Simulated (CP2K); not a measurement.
Consider 4-chloropyridine at its PBE geometry (Å).

```xyz
11

Cl   -1.6904    2.3109    0.1164
C    -0.6649    0.9085    0.0439
C    -1.2236   -0.3656   -0.0607
C    -0.3486   -1.4551   -0.1104
N     0.9916   -1.3551   -0.0653
C     1.4964   -0.1130    0.0335
C     0.7224    1.0501    0.0921
H    -2.3019   -0.5069   -0.1009
H    -0.7530   -2.4671   -0.1901
H     2.5858   -0.0381    0.0697
H     1.1863    2.0313    0.1719
```

Method: CP2K XAS_TDP, all-electron GAPW, PBEh(45%), aug-pc-1, TDA, GW2X-corrected core level, ZORA, spin–orbit coupling.

**Question.** Where do the Cl L₂,₃-edge lines lie, and how strong are they?

Leading lines: Cl1 203.03 eV. The leading line of an atom is its first one with 35 % of the strongest within 2.5 eV of its lowest line over the strength cut. Core ionisation energies at this level: Cl1 207.31/207.45/208.88 eV; the 2p½ level lies 1.51 eV above the 2p3/2 pair.

The first six lines of each atom with a strength over 0.0003:

| atom | energy (eV) | states | strength, one atom | above the computed threshold |
| --- | --- | --- | --- | --- |
| Cl1 (bonded to C) | 203.03 | 2 | 0.0069 |  |
|  | 204.13 | 1 | 0.0004 |  |
|  | 204.53 | 2 | 0.0049 |  |
|  | 205.48 | 2 | 0.0008 |  |
|  | 205.56 | 2 | 0.0008 |  |
|  | 205.59 | 1 | 0.0014 |  |

Lines are vertical, at one geometry, with no vibrational structure. GW2X ionisation energies and lines can be off by 1 to 2 eV either way, and a good line position may hide errors that cancel. Rydberg lines, and the discretised continuum above threshold, depend on the basis and the box.

[Banner, clock and machine lines of the logs are left out without a mark of their own.]

[Logs are printed without paths, hosts, clocks, repeated set-up lines and the standing remarks that a program may print on its own settings, such as how far it seeks lower states.]

[Hosts, paths, dates, database ids (printed as entryN), source tags and the programs' standing remarks are cut or masked in the printed files.]
